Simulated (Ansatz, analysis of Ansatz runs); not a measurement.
# A hop of Ba in BaMgF4 (Cmc2_1), charge −2

Aim: the barrier of one jump in BaMgF4 (Cmc2_1) at charge −2: V_Ba hop (4.1 Å). The model is a cell of 48 host atoms with 1 Ba taken out; Ba is the atom that moves.

Main program and level: Ansatz 0.2.0; plane-wave PAW DFT, r2SCAN; nudged elastic band between two relaxed defect structures at fixed charge in a uniform background.

Report form: the programs' logs are mostly left out.

### Step 1. The structure

The cell holds 47 atoms: 7 Ba, 8 Mg and 32 F. Cell: a = 8.249 Å, b = 11.635 Å, c = 7.529 Å, α = 90.0°, β = 105.9°, γ = 90.0°. It derives from BaMgF4 (space group Cmc2_1). Nearest the centre at fractional (0.426, 0.423, 0.706): F11 at 1.60 Å, F20 at 1.71 Å, F21 at 1.99 Å, Ba1 at 2.06 Å, Mg16 at 2.85 Å, F33 at 3.20 Å, Mg4 at 3.24 Å, F7 at 3.35 Å. The cell carries charge −2.

The cell's shortest repeat is 7.5 Å.

### Step 2. Relaxation of the start point, charge −2

A barrier is counted from a minimum, so both ends are relaxed first. Small random displacements break the symmetry of the ideal sites, so that the defect can distort if it gains by it. The charge of −2 is set by the electron count, and a uniform background keeps the cell neutral.

Contents of qm2.start/input.yaml:

```yaml
crystal:
  lattice:
    - [8.2488422, 0.0, 0.0]
    - [0.0, 0.0, -11.6348264]
    - [-2.06221055, 7.24118548, 0.0]
  atoms:
    - { symbol: Ba, position: [0.17599678, 0.4236653, 0.70398711] }
    - { symbol: Ba, position: [0.32400322, 0.1736653, 0.29601289] }
    - { symbol: Mg, position: [0.04292153, 0.40540708, 0.17168612] }
    - { symbol: Mg, position: [0.45707847, 0.15540708, 0.82831388] }
    - { symbol: F, position: [0.28952569, 0.40108554, 0.15810277] }
    - { symbol: F, position: [0.21047431, 0.15108554, 0.84189723] }
    - { symbol: F, position: [0.09802663, 0.30685847, 0.39210652] }
    - { symbol: F, position: [0.40197337, 0.05685847, 0.60789348] }
[... 35 atom lines left out ...]
    - { symbol: F, position: [0.98767259, 0.50055987, 0.95069034] }
    - { symbol: F, position: [0.51232741, 0.75055987, 0.04930966] }
    - { symbol: F, position: [0.91652563, 0.78768375, 0.66610252] }
    - { symbol: F, position: [0.58347437, 0.53768375, 0.33389748] }
total_charge: -2
basis:
  ecutwfc: 500
  xc_grid: 2
hamiltonian:
  xc: r2scan
kpoints:
  mp_grid: { grid: [1, 1, 1] }
scf:
  occupations: { method: fixed }
  max_iter: 100
output:
  forces: true
relax:
  f_tol: 0.02
  max_steps: 70
  random_displacement: { amplitude: 0.03, seed: 5575 }
```

Run with:

```sh
$ ansatz run input.yaml --threads 4 --pin off --max-ram 7536MiB --backend cpu --events-out ev --progress --plain --runs-dir out
```

It took 50 s on 4 threads of Arm Neoverse V1, shared host; peak memory 1.1 GiB.

Step by step:

```tsv
step	energy less that of the first step (eV)	largest force component (eV/Å)
1	0.0000	2.0981
2	-0.9918	1.1134
3	-1.4010	0.6721
4	-1.5333	0.3130
5	-1.4963	0.2447
6	-1.5713	0.0251
7	-1.5728	0.0057
```

Relaxation step 5 was tried and not accepted.

The atoms that moved most (Å, from the sites as typed, ahead of the random displacement, the mean shift of all atoms taken out):

```tsv
atom	dx	dy	dz	length
F11	-0.193	-0.085	0.172	0.272
F34	0.199	-0.050	0.157	0.259
F47	-0.016	-0.214	-0.111	0.242
F41	0.003	0.070	-0.224	0.235
Ba25	-0.024	0.180	-0.122	0.219
F6	-0.003	0.132	0.168	0.213
F20	-0.137	-0.080	-0.115	0.196
Ba13	0.004	0.159	0.107	0.192
```

Neighbours of Ba1 at the end:

```tsv
atom	distance (Å)
F11	2.603
F20	2.607
F34	2.614
F43	2.623
F7	2.639
F21	2.780
F44	2.839
F18	2.947
```

Read from the output:

| Quantity | Value |
| --- | --- |
| free energy | -83154.8603 eV |
| largest move from the ideal geometry of this structure, a common shift of the far atoms taken out | 0.2740 Å |

The relaxation gained 1.573 eV and ended with a largest force component of 0.0057 eV/Å.

### Step 3. Relaxation of the end point, charge −2

The end point is relaxed in the same cell and settings, so that the two energies compare.

Contents of qm2.end/input.yaml:

```yaml
crystal:
  lattice:
    - [8.2488422, 0.0, 0.0]
    - [0.0, 0.0, -11.6348264]
    - [-2.06221055, 7.24118548, 0.0]
  atoms:
    - { symbol: Ba, position: [0.67688, 0.422315, 0.707521] }
    - { symbol: Ba, position: [0.32400322, 0.1736653, 0.29601289] }
[... 1 atom line left out ...]
    - { symbol: Mg, position: [0.45707847, 0.15540708, 0.82831388] }
[... 2 atom lines left out ...]
    - { symbol: F, position: [0.09802663, 0.30685847, 0.39210652] }
[... 3 atom lines left out ...]
    - { symbol: F, position: [0.41652563, 0.28768375, 0.66610252] }
[... 4 atom lines left out ...]
    - { symbol: Mg, position: [0.45707847, 0.65540708, 0.82831388] }
[... 1 atom line left out ...]
    - { symbol: F, position: [0.21047431, 0.65108554, 0.84189723] }
[... 1 atom line left out ...]
    - { symbol: F, position: [0.40197337, 0.55685847, 0.60789348] }
    - { symbol: F, position: [0.48767259, 0.50055987, 0.95069034] }
[... 4 atom lines left out ...]
    - { symbol: Mg, position: [0.54292153, 0.40540708, 0.17168612] }
[... 3 atom lines left out ...]
    - { symbol: F, position: [0.59802663, 0.30685847, 0.39210652] }
[... 2 atom lines left out ...]
    - { symbol: F, position: [0.51232741, 0.25055987, 0.04930966] }
[... 7 atom lines left out ...]
    - { symbol: F, position: [0.71047431, 0.65108554, 0.84189723] }
[... 5 atom lines left out ...]
    - { symbol: F, position: [0.58347437, 0.53768375, 0.33389748] }
total_charge: -2
basis:
  ecutwfc: 500
  xc_grid: 2
hamiltonian:
  xc: r2scan
kpoints:
  mp_grid: { grid: [1, 1, 1] }
scf:
  occupations: { method: fixed }
  max_iter: 100
output:
  forces: true
relax:
  f_tol: 0.02
  max_steps: 70
  random_displacement: { amplitude: 0.03, seed: 5575 }
```

The job ended after 43 s (4 threads; peak memory 1.1 GiB; 2.7 min of CPU time).

Step by step:

```tsv
step	energy less that of the first step (eV)	largest force component (eV/Å)
1	0.0000	2.1999
2	-1.0300	0.9284
3	-1.4229	0.6605
4	-1.5209	0.2360
5	-1.5857	0.0407
6	-1.5888	0.0118
```

The atoms that moved most (Å, from the sites as typed, ahead of the random displacement, the mean shift of all atoms taken out):

```tsv
atom	dx	dy	dz	length
F34	-0.189	-0.087	0.170	0.268
F11	0.194	-0.053	0.155	0.254
F18	0.003	0.064	-0.228	0.237
F24	-0.014	-0.208	-0.109	0.235
Ba2	-0.023	0.174	-0.119	0.212
F29	-0.003	0.113	0.165	0.200
F43	-0.142	-0.078	-0.114	0.198
F20	0.147	-0.063	-0.109	0.194
```

Neighbours of Ba1 at the end:

```tsv
atom	distance (Å)
F34	2.604
F43	2.607
F11	2.612
F20	2.624
F30	2.639
F44	2.783
F21	2.839
F41	2.951
```

This step gave:

| Property | Result |
| --- | --- |
| free energy | -83154.8597 eV |
| largest move from the ideal geometry of this structure, a common shift of the far atoms taken out | 0.2686 Å |

The relaxation gained 1.589 eV and ended with a largest force component of 0.012 eV/Å. The end lies within 1 meV of the start.

### Step 4. Nudged elastic band, charge −2

3 movable images are laid between the ends on straight lines. Each image feels the true force across the path and a spring force along it. The highest image is set to climb to the top of the path.

This step: plane-wave PAW DFT, r2SCAN; nudged elastic band between two relaxed defect structures at fixed charge in a uniform background.

Contents of qm2.neb/input.yaml:

```yaml
crystal:
  lattice:
    - [8.2488422, 0.0, 0.0]
    - [0.0, 0.0, -11.6348264]
    - [-2.06221055, 7.24118548, 0.0]
  atoms:
    - { symbol: Ba, position: [0.17766676, 0.42799023, 0.69985959] }
    - { symbol: Ba, position: [0.32983331, 0.18107821, 0.31252807] }
    - { symbol: Mg, position: [0.03602974, 0.40578725, 0.15779203] }
    - { symbol: Mg, position: [0.46018381, 0.15300184, 0.82843511] }
    - { symbol: F, position: [0.28532995, 0.39530364, 0.14685958] }
    - { symbol: F, position: [0.2149537, 0.13679031, 0.86015438] }
    - { symbol: F, position: [0.09837808, 0.31447497, 0.38440621] }
    - { symbol: F, position: [0.40009267, 0.04633412, 0.61220965] }
    - { symbol: F, position: [0.49280872, -0.00253069, 0.95611577] }
    - { symbol: F, position: [0.00650705, 0.24656046, 0.05145793] }
    - { symbol: F, position: [0.39043034, 0.27306989, 0.65438291] }
    - { symbol: F, position: [0.08191281, 0.04207831, 0.3329708] }
    - { symbol: Ba, position: [0.18223335, 0.91463587, 0.72604491] }
    - { symbol: Ba, position: [0.32166748, 0.67205896, 0.28756974] }
    - { symbol: Mg, position: [0.04395163, 0.9070022, 0.18018218] }
    - { symbol: Mg, position: [0.46390261, 0.65237465, 0.82289761] }
    - { symbol: F, position: [0.29104786, 0.90232776, 0.16217334] }
    - { symbol: F, position: [0.21104858, 0.66501298, 0.84335179] }
    - { symbol: F, position: [0.10036029, 0.80864872, 0.39741587] }
    - { symbol: F, position: [0.38288974, 0.5669007, 0.5968872] }
    - { symbol: F, position: [0.47347702, 0.50412075, 0.94769034] }
    - { symbol: F, position: [0.01409917, 0.75463458, 0.04824678] }
    - { symbol: F, position: [0.41836486, 0.7890907, 0.66499087] }
    - { symbol: F, position: [0.08216523, 0.53935073, 0.31916371] }
    - { symbol: Ba, position: [0.8276078, 0.18427893, 0.32092326] }
    - { symbol: Mg, position: [0.5442028, 0.40642015, 0.16510766] }
    - { symbol: Mg, position: [0.95552891, 0.152258, 0.83078954] }
    - { symbol: F, position: [0.79336498, 0.40609074, 0.1694981] }
    - { symbol: F, position: [0.709928, 0.13652236, 0.83734496] }
    - { symbol: F, position: [0.59318643, 0.30926619, 0.38321974] }
    - { symbol: F, position: [0.90593442, 0.04707507, 0.61327267] }
    - { symbol: F, position: [0.98580488, -0.00423694, 0.95495103] }
    - { symbol: F, position: [0.51812026, 0.24782923, 0.04765251] }
    - { symbol: F, position: [0.93922129, 0.27428136, 0.65919444] }
    - { symbol: F, position: [0.5855576, 0.03884603, 0.33809024] }
    - { symbol: Ba, position: [0.67901638, 0.91761322, 0.71574616] }
    - { symbol: Ba, position: [0.82338402, 0.66994308, 0.2911094] }
    - { symbol: Mg, position: [0.54640766, 0.90612309, 0.178435] }
    - { symbol: Mg, position: [0.94891946, 0.65365509, 0.82295047] }
    - { symbol: F, position: [0.79177337, 0.89912759, 0.16579766] }
    - { symbol: F, position: [0.71357542, 0.67048103, 0.85160073] }
    - { symbol: F, position: [0.59915237, 0.8065146, 0.39426729] }
    - { symbol: F, position: [0.91725997, 0.56613355, 0.59914181] }
    - { symbol: F, position: [1.00194096, 0.50785531, 0.95149393] }
    - { symbol: F, position: [0.50974187, 0.75568186, 0.04471673] }
    - { symbol: F, position: [0.91485305, 0.78936453, 0.66466193] }
    - { symbol: F, position: [0.57445867, 0.54737211, 0.30440202] }
total_charge: -2
basis:
  ecutwfc: 500
  xc_grid: 2
hamiltonian:
  xc: r2scan
kpoints:
  mp_grid: { grid: [1, 1, 1] }
scf:
  occupations: { method: fixed }
  max_iter: 100
output:
  forces: true
neb:
  images: 3
  f_tol: 0.05
  climbing: true
  initial_path: linear
  max_iterations: 45
  order_check: false
  final_atoms:
    - { symbol: Ba, position: [0.67719209, 0.42783017, 0.70087336] }
    - { symbol: Ba, position: [0.3270836, 0.18431079, 0.32062209] }
[... 1 atom line left out ...]
    - { symbol: Mg, position: [0.45469175, 0.15263946, 0.83092178] }
[... 2 atom lines left out ...]
    - { symbol: F, position: [0.09303656, 0.30909023, 0.38346076] }
[... 3 atom lines left out ...]
    - { symbol: F, position: [0.43807147, 0.27473898, 0.65946653] }
[... 4 atom lines left out ...]
    - { symbol: Mg, position: [0.44903367, 0.65392338, 0.82375488] }
[... 1 atom line left out ...]
    - { symbol: F, position: [0.21292081, 0.67108963, 0.85141287] }
[... 1 atom line left out ...]
    - { symbol: F, position: [0.41750792, 0.56663976, 0.59980034] }
    - { symbol: F, position: [0.5013447, 0.50808784, 0.95218312] }
[... 4 atom lines left out ...]
    - { symbol: Mg, position: [0.53575592, 0.40610059, 0.15862225] }
[... 3 atom lines left out ...]
    - { symbol: F, position: [0.59778594, 0.3145495, 0.38515537] }
[... 2 atom lines left out ...]
    - { symbol: F, position: [0.50710182, 0.2469182, 0.05190631] }
[... 7 atom lines left out ...]
    - { symbol: F, position: [0.71088937, 0.66515262, 0.84480313] }
[... 5 atom lines left out ...]
    - { symbol: F, position: [0.58169265, 0.53962514, 0.31990773] }
```

The job ended after 11 min (4 threads; peak memory 2.7 GiB).

Images along the path:

```tsv
image	path (Å)	energy (eV)	Ba1: x, y, z (Å)
0	0.000	0.0000	0.022, 5.068, -4.980
1	1.475	0.6904	0.600, 4.753, -4.961
2	2.949	2.0859	1.757, 4.177, -4.948
3	4.756	1.0666	3.384, 4.581, -4.970
4	6.564	0.0006	4.141, 5.075, -4.978
```

Read from the output:

| Quantity | Value |
| --- | --- |
| free energy | -83152.7745 eV |
| barrier forward | 2.086 eV |
| barrier backward | 2.085 eV |
| end less start | 6.48e-4 eV |
| hop length | 4.118 Å |

Track of the atom that was set to move:

```tsv
image	x (Å)	y (Å)	z (Å)	nearest neighbour	distance (Å)
0	0.022	5.068	-4.98	F	2.603
1	0.6	4.753	-4.961	F	2.504
2	1.757	4.177	-4.948	F	2.34
3	3.384	4.581	-4.97	F	2.435
4	4.141	5.075	-4.978	F	2.604
```

The band met its tolerance of 0.05 eV/Å after 16 iterations, with image 2 on top (the start counts as 0). Ba1, which moves farthest between the ends, has 8 F at 2.60 to 2.95 Å nearest at the start and 5 F at 2.34 to 2.69 Å at the top. In at least one step between neighbouring images a covalent bond changes partner or an atom goes far. The images sample such a step coarsely, so the top may lie higher.

### Step 5. Band with another choice: wide smearing

A wide smearing tests how much the barrier leans on the occupations.

This step: plane-wave PAW DFT, r2SCAN; nudged elastic band between two relaxed defect structures at fixed charge in a uniform background.

qm2.try0/input.yaml, as its differences from qm2.neb/input.yaml of step 4:

```diff
@@ -62,3 +62,3 @@
 scf:
-  occupations: { method: fixed }
+  occupations: { method: gaussian, width: 0.2 }
   max_iter: 100
@@ -71,3 +71,3 @@
   initial_path: linear
-  max_iterations: 45
+  max_iterations: 30
   order_check: false
```

Elapsed: 12 min, on 4 threads; peak memory 2.8 GiB; 35 min of CPU time.

The run converged with other settings, drawn as a test and not checked for convergence; the results below rest on the first set.

What was changed: wide smearing.

Its highest image lies 2.09 eV above the start; the sound band gave 2.09 eV.

Here the change did no harm: 2.086 eV against the band's 2.086 eV.

### Step 6. Summary of results

* barrier forward: 2.09 eV (in doubt, see below)
* barrier backward: 2.09 eV
* end less start: 0.00 eV
* hop length: 4.12 Å
* band iterations, as the log counts them: 16

What this shows: The top of the band lies 2.09 eV above the start and 2.09 eV above the end, which are alike in energy and neighbours. In at least one step between neighbouring images a covalent bond changes partner or an atom goes far. The images sample such a step coarsely, so the top may lie higher. At the top Ba1 stands 2.34 Å from its nearest F, 0.26 Å closer than at the start. The order of the top as a saddle was not checked for all atoms, so a bent path could be lower. No image-charge correction is applied; it largely cancels along a path if the charge stays localised alike. Limits: sampling at the zone centre alone can move energies of charged and open-shell states by tenths of an eV or more in cells of this size; periodic copies of the defect are only 7.5 Å apart; spin–orbit coupling, which can matter with heavy atoms, is left out.

[Logs are printed without paths, hosts, clocks, repeated set-up lines and the standing remarks that a program may print on its own settings, such as how far it seeks lower states.]

[Hosts, paths, dates, database ids (printed as entryN), source tags and the programs' standing remarks are cut or masked in the printed files.]
